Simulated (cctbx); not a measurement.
## Mg14AlPd across an absorption edge

Space group Amm2 (no. 38), a = 10.0360 Å, b = 6.2130 Å, c = 10.8150 Å, α = 90.00°, β = 90.00°, γ = 90.00°.

| atom | mult. | x | y | z | Ueq (Å²) |
| --- | --- | --- | --- | --- | --- |
| Pd1 | 2 | 1/2 | 1/2 | 0.1630 | 0.0122 |
| Al1 | 2 | 1/2 | 0 | 0.1726 | 0.0205 |
| Mg1 | 4 | 0.7382 | 1/2 | 0.3268 | 0.0268 |
| Mg2 | 4 | 0.7398 | 0 | 0.3341 | 0.0171 |
| Mg3 | 8 | 0.7373 | 0.7481 | 0.0884 | 0.0284 |
| Mg4 | 4 | 0 | 0.2481 | 0.4210 | 0.0213 |
| Mg5 | 4 | 1/2 | 0.2507 | 0.4094 | 0.0161 |
| Mg6 | 2 | 0 | 1/2 | 0.1721 | 0.0196 |
| Mg7 | 2 | 0 | 0 | 0.1644 | 0.0199 |

This is a model crystal, built by substitution and not relaxed, with assumed displacement parameters.

Calculated with cctbx: free-atom f′ and f″ from the Sasaki tables, no fine structure; amplitudes in electrons.

```csv
E (eV),F 0 1 1,F 1 2 0,F 2 0 2,F 1 1 1
23750,60.0,52.1,50.6,56.6
24100,58.4,50.6,49.0,55.0
24230,57.1,49.2,47.7,53.7
24290,55.8,48.0,46.4,52.4
24320,54.5,46.7,45.1,51.1
24335,53.3,45.5,43.9,49.9
24342,52.2,44.4,42.8,48.8
24346,51.1,43.3,41.7,47.7
24354,49.4,42.0,40.2,46.1
24358,51.5,44.1,42.3,48.2
24365,53.0,45.6,43.8,49.8
24380,54.5,47.0,45.3,51.3
24410,56.0,48.4,46.7,52.7
24500,57.8,50.2,48.5,54.5
24750,59.8,52.2,50.5,56.5
```

**Question.** Which edge is crossed, and why do the reflections move as they do?

The K edge of Pd. The edge is at 24350 eV. f′ of Pd falls from -4.7 e at 24230 eV to -7.8 e at 4 eV below it, and f″ steps from 0.55 to 3.63 e across it. Over that approach |F| changes by -11 % (0 1 1), -12 % (1 2 0), -13 % (2 0 2) and -11 % (1 1 1): a reflection falls where Pd scatters in phase with the total and rises where it scatters against it; it hardly moves where the Pd term is small or cancels by symmetry or lies in quadrature to the total. The f″ term interferes with the normal scattering with opposite sign for the two Friedel mates. The largest Friedel difference in the scan is 1.2 % of the mean (2 0 2, at 24354 eV).

[Logs are printed without paths, hosts, clocks, repeated set-up lines and the standing remarks that a program may print on its own settings, such as how far it seeks lower states.]
